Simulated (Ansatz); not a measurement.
**PtC (model cell, started as wurtzite): from the cell to its phonons**

How does PtC (model cell, started as wurtzite) vibrate, and is this structure a minimum?

Main program and level: Ansatz 0.2.0; DFT LDA, scalar-relativistic, plane waves, PAW.

The structure was built from a prototype and need not be the compound's stable phase.

**1. The structure**

The structure is hexagonal, space group P6_3mc (No. 186). The conventional cell has a = 3.159 Å, b = 3.159 Å, c = 5.778 Å, α = 90.00°, β = 90.00°, γ = 120.00°. Pt has 4 C at 1.99 to 2.08 Å nearest. Nearest to C lie 4 Pt at 1.99 to 2.08 Å. Farther neighbours are not listed.

**2. Response at finite wavevector**

Stability and thermal properties need the whole zone. Linear response on a 3×3×2 q mesh gives force constants as far as a supercell of that size would.

Input file input.yaml:

```yaml
crystal:
  lattice:
    - [3.1586945837, 0.0, 0.0]
    - [-1.5793472918, 2.7355097523, 0.0]
    - [0.0, 0.0, 5.7777226655]
  atoms:
    - { symbol: Pt, position: [0.3333333333, 0.6666666667, 0.0073871745] }
    - { symbol: Pt, position: [0.6666666667, 0.3333333333, 0.5073871745] }
    - { symbol: C, position: [0.3333333333, 0.6666666667, 0.3676128255] }
    - { symbol: C, position: [0.6666666667, 0.3333333333, 0.8676128255] }
kpoints:
  mp_grid: { grid: [15, 15, 8] }
hamiltonian:
  xc: lda
scf:
  occupations: { method: methfessel_paxton, width: 0.15 }
output:
  eigenvalues: true
phonons:
  method: dfpt
  qmesh: [3, 3, 2]
  temperatures: { t_max: 1000, t_step: 50 }
  qpath:
    path:
      - [[0.0, 0.0, 0.0], [0.5, 0.0, 0.0], [0.33333333, 0.33333333, 0.0], [0.0, 0.0, 0.0], [0.0, 0.0, 0.5], [0.5, 0.0, 0.5], [0.33333333, 0.33333333, 0.5], [0.0, 0.0, 0.5]]
      - [[0.5, 0.0, 0.5], [0.5, 0.0, 0.0]]
      - [[0.33333333, 0.33333333, 0.5], [0.33333333, 0.33333333, 0.0]]
    npoints: 10
```

Started as:

```
> ansatz run input.yaml --threads 4 --pin off --max-ram 7168MiB --backend cpu --events-out ev --progress --plain --runs-dir out
```

Numbers of over 12 decimals in the logs are rounded to 6 here.

The log of the run:

```text
Warning: phonons: the dynamical matrix that this run interpolates holds no multipole term above the dipole-dipole one, and a site of this crystal is no centre of inversion, so its interpolated transverse optical and acoustic branches and sound speeds can stay off near Gamma, and the density of states and the thermodynamics with them. What a run solves at a wave vector of phonons.qpoints, Gamma apart, where the deck admits one, is free of this, and under fd what a larger phonons.supercell samples
Engine: ansatz 0.2.0, x86_64-unknown-linux-gnu
Pseudopotentials: kind: paw
Pseudopotential: Pt, paw, valence charge 18, recommended cutoff 420 eV (normal), Pt.paw.azcp
Pseudopotential: C, paw, valence charge 4, recommended cutoff 420 eV (normal), C.paw.azcp
Functional definition: SPW92
  exchange = slater_x
  correlation = pw_c
Crystal: 4 atoms, lattice volume = 49.923 Å³
Basis set: ecut = 420 eV, 931 PW (Γ), exchange–correlation on 48×48×80 points (8 copies of the dense FFT grid, shifted against one another)
Bands: 27, of which v1, the nominal top of the filled ones, is band 22 counted from 1 (21 counted from 0)
Symmetry: 12 space group operations
k-points: 135 of 1800 (time reversal used)
Non-local potential: Pt, projectors of the file, l = 0: 3, l = 1: 2, l = 2: 2, l = 3: 1
Non-local potential: C, projectors of the file, l = 0: 2, l = 1: 2, l = 2: 1
PAW form: soft (Blöchl's): semilocal exchange-correlation on the pseudo side does not see the compensation charge
PAW frozen core: Pt, regenerated for the run's functional, and the local potential with it (the file was generated under x = pbe(κ = 0.804, μ = 0.219515), c = pbe(β = 0.066725))
PAW frozen core: C, regenerated for the run's functional, and the local potential with it (the file was generated under x = pbe(κ = 0.804, μ = 0.219515), c = pbe(β = 0.066725))
PAW one-centre angular grid: Pt, 590 points (default); XC on 64 Gauss nodes
PAW one-centre angular grid: C, 110 points (default); XC on 64 Gauss nodes
Initial density: superposition of atomic densities (neutral atoms: chi_scale 0, normalization atom), corrected by the library's trained network
Initial wavefunctions: pseudopotential atomic-orbital guess
Functional: x = slater, c = lda
SCF iter   1: F=—  HF=-24972.167742 eV  |F-HF|=—  |Δ(HF+E_count)|=         —  Δρ=1.06e-2  dr2=3.87e-2  ethr=1.77e-3  ⟨swp⟩=5.3  Hψ=14064  notcnv=0
preconditioner: auto → Kerker (q_TF=auto, 2.671 Å⁻¹)  [metal: Δε(μ)=0.006 eV  Ē_g=8.995 eV  σ=0.150 eV  W_gap=0.04  n_scr=22 (ndim 8)  ℏωp=27.8 eV  f_vac=0.001  D(μ)=1.82/eV (n_scr^D=22)]
SCF iter   2: F=—  HF=-24972.159032 eV  |F-HF|=—  |Δ(HF+E_count)|=   8.71e-3  S|Δr|=    0.00e0  Δρ=5.38e-3  dr2=9.87e-3  ethr=8.80e-5  ⟨swp⟩=1.7  Hψ=5879  notcnv=0
SCF iter   3: F=—  HF=-24972.155903 eV  |F-HF|=—  |Δ(HF+E_count)|=   3.13e-3  S|Δr|=    0.00e0  Δρ=9.14e-4  dr2=4.80e-4  ethr=2.24e-5  ⟨swp⟩=2.0  Hψ=5178  notcnv=0
SCF iter   4: F=—  HF=-24972.155795 eV  |F-HF|=—  |Δ(HF+E_count)|=   1.08e-4  S|Δr|=    0.00e0  Δρ=2.23e-4  dr2=2.52e-5  ethr=1.09e-6  ⟨swp⟩=2.1  Hψ=5095  notcnv=0
SCF iter   5: F=—  HF=-24972.155792 eV  |F-HF|=—  |Δ(HF+E_count)|=   3.45e-6  S|Δr|=    0.00e0  Δρ=5.16e-5  dr2=1.40e-6  ethr=5.73e-8  ⟨swp⟩=1.9  Hψ=5118  notcnv=0
SCF iter   6: F=—  HF=-24972.155794 eV  |F-HF|=—  |Δ(HF+E_count)|=   2.52e-6  S|Δr|=    0.00e0  Δρ=1.33e-5  dr2=8.33e-8  ethr=3.17e-9  ⟨swp⟩=2.4  Hψ=5660  notcnv=0
SCF iter   7: F=—  HF=-24972.155794 eV  |F-HF|=—  |Δ(HF+E_count)|=   4.49e-9  S|Δr|=    0.00e0  Δρ=3.15e-6  dr2=5.21e-9  ethr=1.89e-10  ⟨swp⟩=2.7  Hψ=6259  notcnv=0
SCF iter   8: F=—  HF=-24972.155794 eV  |F-HF|=—  |Δ(HF+E_count)|=  2.11e-10  S|Δr|=    0.00e0  Δρ=5.63e-7  dr2=1.37e-10  ethr=1.18e-11  ⟨swp⟩=2.1  Hψ=5400  notcnv=0
SCF iter   9: F=-24972.155794 eV  HF=-24972.155794 eV  |F-HF|=3.64e-12  |Δ(HF+E_count)|=    0.00e0  S|Δr|=    0.00e0  Δρ=1.09e-7  dr2=4.45e-12  ethr=1.00e-12  ⟨swp⟩=7.0  Hψ=16106  notcnv=0
SCF 1 converged in 9 iterations: F = -24972.155794 eV  dr2 = 4.45e-12
  greatest PAW one-centre occupation: 1.000 electrons in one spin orbital (limit 2), on the Pt atom at site 1 (counted from 0), in its partial waves of l = 0
Initial density: read from a saved state, or passed on in memory by an earlier SCF of this step, an earlier step, the calling program or the single point that the run made first
iter 1 solved again at ethr=9.57e-8 eV; its pass at ethr=3.10e-3 eV (dr2=4.21e-5 eV) is discarded
SCF iter   1: F=—  HF=-24972.155792 eV  |F-HF|=—  |Δ(HF+E_count)|=         —  Δρ=5.75e-7  dr2=8.09e-11  ethr=9.57e-8  ⟨swp⟩=3.0  Hψ=23007  notcnv=0
eigensolver tolerance schedule: the retry pair's looser diagonalisation over-reported the residual by 520283.45 of it (diagonalisation noise at an unbounded share of the residual, at the tolerance the schedule requests for it); recorded, not acted on — ethr = c·dr2/N_el stays at c = 1.0e-1
preconditioner: auto → Kerker (q_TF=auto, 2.671 Å⁻¹)  [metal: Δε(μ)=0.011 eV  Ē_g=9.004 eV  σ=0.150 eV  W_gap=0.06  n_scr=22 (ndim 8)  ℏωp=27.8 eV  f_vac=0.000  D(μ)=1.79/eV (n_scr^D=22)]
SCF iter   2: F=—  HF=-24972.155794 eV  |F-HF|=—  |Δ(HF+E_count)|=   2.13e-6  S|Δr|=    0.00e0  Δρ=2.42e-7  dr2=1.30e-11  ethr=1.00e-12  ⟨swp⟩=3.7  Hψ=9988  notcnv=0
SCF iter   3: F=-24972.155794 eV  HF=-24972.155794 eV  |F-HF|=7.28e-12  |Δ(HF+E_count)|=  7.28e-12  S|Δr|=    0.00e0  Δρ=1.62e-7  dr2=6.08e-12  ethr=1.00e-12  ⟨swp⟩=2.8  Hψ=8066  notcnv=0
SCF 2 converged in 3 iterations: F = -24972.155794 eV  dr2 = 6.08e-12
phonons: the bands overlap, so this run is a metal and interpolates without the dipole-dipole term. If the crystal is really an insulator or semiconductor, its LO-TO splitting is missing
NSCF: frozen V_eff on 135 k-points
WARN: eigensolver did not converge (k=133): 1 band(s) unlocked after 20 sweeps at ethr=1.79e-12 eV (storage-precision floor; scheduled 1.00e-12 eV) (lowest unlocked band 26, counted from 0; max residual 2.31e-4 eV among the unlocked bands, 2.31e-4 eV over every band; other slots of this pass that fall short are told together in one closing line; warning suppressed until the next SCF loop or pass starts)
WARN: eigensolver did not converge in 2 slots of this pass, the one above among them; of largest residual over every band (k=134): 1 band(s) unlocked (lowest unlocked band 26, counted from 0; max residual 3.90e-3 eV among the unlocked bands, 3.90e-3 eV over every band); of lowest unlocked band (k=133): band 26
NSCF: frozen V_eff on 488 k-points
DFPT response loops at q = (0, 0, 0) (fractional): preconditioner auto → Kerker (q_TF=auto, 2.671 Å⁻¹) (partly filled bands, converged f_vac=0.000); β = 1.00, the filter's whole step (`scf.mixing.beta` (0.50) is not read by the response loops under this deck's `scf.mixing.preconditioner`; to damp them name `kerker` or `kerker_dos`, under which they read `scf.mixing.beta`, and type it under 1.00, their step now; both keys bind the ground state too); Broyden in place of MSR1
NSCF: frozen V_eff on 976 k-points
DFPT response loops at q = (0, 0, -0.5) (fractional): mixed as the last ones told, above
NSCF: frozen V_eff on 1920 k-points
DFPT response loops at q = (0, 0.333333, 0) (fractional): mixed as the last ones told, above
NSCF: frozen V_eff on 1920 k-points
DFPT response loops at q = (0, 0.333333, -0.5) (fractional): mixed as the last ones told, above
NSCF: frozen V_eff on 1830 k-points
DFPT response loops at q = (0.333333, 0.333333, 0) (fractional): mixed as the last ones told, above
NSCF: frozen V_eff on 1830 k-points
DFPT response loops at q = (0.333333, 0.333333, -0.5) (fractional): mixed as the last ones told, above
SCF converged after 9 iterations
Stability not checked: this state was not tested for a lower state beside it, because cold or Methfessel-Paxton smearing, or corrected tetrahedra, fill the levels in a way that the test cannot read (fill_not_monotonic; see scf.lower_state_search)
Free energy (F): -24972.155794 eV
Harris-Foulkes:  -24972.155794 eV  (|F-HF|=3.64e-12)
Internal energy: -24972.154306 eV  (E = F + TS)
E sigma→0 (E₀):  -24972.155422 eV
Entropy (-TS):   -0.001488 eV (-0.372 meV/atom)
Fermi energy:    17.025761 eV
--- Per-component energies (eV) ---
  E_band       = -471.353305
  E_kinetic    = 1448.595769
  E_local      = -4029.184251  (includes V_loc(G=0)·N_el)
  E_nonlocal   = 467.358694
  E_hartree    = 1484.453919
  E_xc         = -615.278345
  E_vxc        = -722.859930  (∫ρ·V_xc dr)
  E_paw        = -18537.296879  (= ΣΔE_a)
  E_vpaw       = -604.171836  (= ΣTr[D̂ρ^β])
  E_aug_tail   = 0.000408  (compensation charges beyond the density's cutoff)
  E_ewald      = -5191.857025
  E_core_change = 1.053404  (= ΣΔE_core)
  E_smearing   = -0.001488  (= −TS)
  E_closure    = -0.000000  (closes the sum)
  Σ components = -24972.155794   (vs F -24972.155794, Δ=0.00e0)
--- Band table (eV; the first three rows and the last of 135) ---
  k-point 0: bands = [... 18 lower, 13.5796, 13.5796, 14.2342, 19.7235, 19.7554, 19.7554, 21.6543, 22.0061, ... 1 higher]
  k-point 1: bands = [... 18 lower, 13.5548, 13.5548, 14.5522, 19.6574, 19.8203, 19.8203, 21.6557, 21.8956, ... 1 higher]
  k-point 2: bands = [... 18 lower, 13.4800, 13.4800, 15.3767, 19.3585, 20.0147, 20.0147, 21.5964, 21.5964, ... 1 higher]
  k-point 134: bands = [... 18 lower, 13.9751, 13.9751, 15.5927, 15.5927, 16.6773, 16.6773, 18.6087, 18.6087, ... 1 higher]
--- Phonons (Γ-DFPT): 4 representative perturbations + reference (Σ response iterations 14) ---
  ASR residual: 3.152e-5 → 0.000e0 eV/Å²; symmetrization residual: 6.069e-7 eV/Å²
  ASR residual per site (eV/Å²): 3.15e-5 3.15e-5 8.39e-6 8.39e-6
  Γ frequencies (cm⁻¹): 0.00 0.00 0.00 58.55 58.55 143.24 466.56 551.51 551.51 553.23 553.23 573.23
--- Phonons (arbitrary-q DFPT): 6 irreducible q on the 3×3×2 mesh ---
  q = [0.0000, 0.0000, 0.0000] (star 1, of the zone-centre solve; hermiticity 7.96e-8, symmetrization 6.00e-11): -0.00 -0.00 -0.00 58.55 58.55 143.24 466.56 551.51 551.51 553.23 553.23 573.23
  q = [0.0000, 0.0000, -0.5000] (star 1, 4 solved perturbations in 1360 linear systems a pass and spin channel, the states on 488 of 1800 k-point pairs; hermiticity 6.58e-5, symmetrization 2.24e-5): 38.69 38.69 38.69 38.69 121.63 121.63 566.96 566.96 566.96 566.96 603.06 603.06
  q = [0.0000, 0.3333, 0.0000] (star 6, 12 solved perturbations on 960 of 1800 k-point pairs; hermiticity 2.26e-7, symmetrization 4.08e-8): -94.39 23.66 64.90 68.93 123.98 149.39 459.36 521.09 539.68 543.20 595.40 629.03
  q = [0.0000, 0.3333, -0.5000] (star 6, 12 solved perturbations on 960 of 1800 k-point pairs; hermiticity 2.85e-7, symmetrization 2.66e-8): 58.36 58.36 65.61 65.61 132.97 132.97 523.87 523.87 551.56 551.56 609.50 609.50
  q = [0.3333, 0.3333, 0.0000] (star 2, 4 solved perturbations in 2476 linear systems a pass and spin channel, the states on 915 of 1800 k-point pairs; hermiticity 1.73e-7, symmetrization 2.38e-8): -35.70 -35.70 86.39 86.51 143.31 143.31 472.60 472.60 568.30 581.96 613.65 613.65
  q = [0.3333, 0.3333, -0.5000] (star 2, 4 solved perturbations in 2476 linear systems a pass and spin channel, the states on 915 of 1800 k-point pairs; hermiticity 1.68e-5, symmetrization 7.95e-6): 82.83 82.83 95.23 95.23 133.38 133.38 501.21 501.21 591.58 591.58 596.93 596.93
  sum rule: each row above includes the acoustic sum rule's correction from the zone centre's row sums; it moved no ω² by more than (0.44 cm⁻¹)²
  mesh force constants: q→R imaginary residual 1.37e-16; ASR residual 3.152e-5 → 0.000e0 eV/Å²; symmetrization residual 1.421e-14 eV/Å²
  interpolated dispersion: 93 rows × 12 modes
  density of states and harmonic sums: on the 24×24×12 q-mesh, interpolated from the force constants of a 3×3×2 supercell (no non-analytic term)
  largest difference from the sums on the solved wave vectors: F 1.80e-2 eV, S 2.21e-5 and C_V 6.02e-6 eV/K
  zero-point energy: 0.236009 eV/cell   skipped modes (ω ≤ 0): 282, of them read as no rigid motion or as one in doubt: 279 (6.745e-1 modes/cell left out, lowest -94.39 cm⁻¹)   left out of the sums: 5.62e-2 of the cell's modes: C_V's classical limit lies that fraction below 3 k_B per atom; for a crystal, a wire or a layer, F and S can be off by more, and a phonons.interpolated_qmesh denser along its periods is the remedy for the sampling
```

It took 11 min on 4 threads of Intel Xeon Platinum 8488C (Sapphire Rapids), shared host; peak memory 3.1 GiB; 43 min of CPU time.

This step gave:

| Property | Result |
| --- | --- |
| volume per atom | 12.48 Å³ |
| gap on the k-mesh | 0 eV |
| sum-rule residual before enforcement | 3.15e-5 eV/Å² |
| lowest frequency on the path | -94.50 cm⁻¹ |
| point group | 6mm |
| highest frequency on the path or at a solved wavevector | 645.1 cm⁻¹ |
| highest optical mode at the zone centre (no LO-TO term) | 573.2 cm⁻¹ |
| lowest optical zone-centre mode | 58.55 cm⁻¹ |
| lowest mode on the q mesh (acoustic modes at Γ apart) | -94.39 cm⁻¹ |

Frequencies (cm⁻¹) solved at each irreducible wavevector; negative means imaginary. Frequencies by wavevector, by row:

```tsv
q in reciprocal lattice units	star	mode 1	mode 2	mode 3	mode 4	mode 10	mode 11	mode 12
0 0 0	1	0	0	0	58.5	553.2	553.2	573.2
0 0 -0.5	1	38.7	38.7	38.7	38.7	567	603.1	603.1
0 0.3333 0	6	-94.4	23.7	64.9	68.9	543.2	595.4	629
0 0.3333 -0.5	6	58.4	58.4	65.6	65.6	551.6	609.5	609.5
0.3333 0.3333 0	2	-35.7	-35.7	86.4	86.5	582	613.6	613.6
0.3333 0.3333 -0.5	2	82.8	82.8	95.2	95.2	591.6	596.9	596.9
```

Interpolated from a 3×3×2 q mesh. The phonon branches at the labelled points (cm⁻¹):

```tsv
point	branch 1	branch 2	branch 3	branch 4	branch 9	branch 10	branch 11	branch 12
Γ	0	0	0	58	552	553	553	573
halfway	-91	30	58	64	543	545	580	609
M	-85	-30	71	71	540	540	613	645
halfway	-69	-21	79	79	554	560	610	635
K	-36	-36	86	86	568	582	614	614
halfway	-92	30	67	68	549	549	588	613
Γ	0	0	0	58	552	553	553	573
halfway	20	20	53	53	559	560	560	598
A	39	39	39	39	567	567	603	603
halfway	53	53	60	60	555	555	596	596
L	61	61	70	70	550	550	625	625
halfway	73	73	84	84	566	566	616	616
H	83	83	95	95	592	592	597	597
halfway	55	55	69	69	565	565	595	595
A	39	39	39	39	567	567	603	603
jump to L	61	61	70	70	550	550	625	625
halfway	-53	49	70	70	545	545	615	639
M	-85	-30	71	71	540	540	613	645
jump to H	83	83	95	95	592	592	597	597
halfway	50	50	91	91	579	588	606	606
K	-36	-36	86	86	568	582	614	614
```

Tetrahedra on a 24×24×12 mesh, mean over bins of 10 cm-1. Interpolated from a 3×3×2 q mesh. The phonon density of states by wavenumber; read off at these points:

```tsv
wavenumber (cm⁻¹)	phonon density of states (1/cm⁻¹/cell)
-95	0.00239
-55	0.00792
-25	0.00493
15	0.00703
45	0.0333
65	0.0814
85	0.0391
115	0.0104
145	0.0710
155	0.00324
185	0
225	0
255	0
295	0
325	0
365	0
395	0
435	0
465	0.0234
505	0.0319
535	0.0134
555	0.0952
575	0.0245
605	0.0565
645	0.00287
```

The partial phonon density of states has structure finer than the step of the table below, so its rows give means over 25 cm⁻¹, whole bins alone (the curve runs from -104 to 674 cm⁻¹). Peaks (cm⁻¹: height): C 507.7: 0.0293, 551.7: 0.0818, 605.6: 0.0497; Pt 67.0: 0.0786, 130.6: 0.0550.

Phonopy on the run's constants, 21x21x11 mesh, Gaussian sigma 5.6 cm-1. Interpolated from a 3×3×2 q mesh. Partial phonon density of states against wavenumber; means over each step; values in 1/cm⁻¹/cell:

```tsv
wavenumber (cm⁻¹)	C	Pt
-75	0.00106	0.00880
-50	7.0e-4	0.00704
-25	3.1e-4	0.00347
0	2.3e-4	0.00293
25	0.00113	0.0160
50	0.00248	0.0420
75	0.00318	0.0627
100	4.4e-4	0.0119
125	4.6e-4	0.0379
150	1.9e-4	0.0342
175	4.8e-7	2.4e-4
200	0	0
225	0	0
250	0	0
275	0	0
300	0	0
325	0	0
350	0	0
375	0	0
400	0	0
425	1.3e-6	0
450	0.00514	6.3e-4
475	0.0153	0.00152
500	0.0236	0.00170
525	0.0205	0.00129
550	0.0630	0.00313
575	0.0345	0.00136
600	0.0389	5.9e-4
625	0.0257	2.4e-4
650	0.00313	1.8e-5
```

Symmetry leaves 6 wavevectors to solve. The lowest mode among them, the acoustic zeros apart, lies at q = (0, 0.333, 0) and is imaginary, 94.4i cm⁻¹, so the energy falls along it.

**3. What came out**

| Property | Result |
| --- | --- |
| space group (within 0.01 Å) | P6_3mc |
| volume per atom | 12.5 Å³ |
| electronic character | no gap on this mesh |
| highest optical mode at the zone centre (no LO-TO term) | 573 cm⁻¹ |
| lowest optical zone-centre mode | 58.5 cm⁻¹ |
| lowest mode on the q mesh (acoustic modes at Γ apart) | -94.4 cm⁻¹ |
| highest frequency on the path or at a solved wavevector | 645 cm⁻¹ |
| imaginary modes on the 3×3×2 q mesh | yes |

In words: Modes are clearly imaginary (beyond 10i cm⁻¹) at 2 of the 6 irreducible wavevectors, most at q = (0, 0.333, 0) (94.4i cm⁻¹), so this structure is not a minimum of the energy. The optical modes at Γ span 59 to 573 cm⁻¹. With no gap, or one that is small against the smearing, the frequencies hang on the k mesh and the smearing, most of all near Kohn anomalies. Spin-orbit coupling is left out, which can matter for the heavy elements here. A phonon run warned that its eigensolver left some bands unconverged in a pass. The starting cell was built on a prototype and not taken from a measurement, so the phase need not exist. These are harmonic frequencies at zero temperature: anharmonic shifts, linewidths and thermal expansion are left out.

[Logs are printed without paths, hosts, clocks, repeated set-up lines and the standing remarks that a program may print on its own settings, such as how far it seeks lower states.]

[Hosts, paths, dates, database ids (printed as entryN), source tags and the programs' standing remarks are cut or masked in the printed files.]
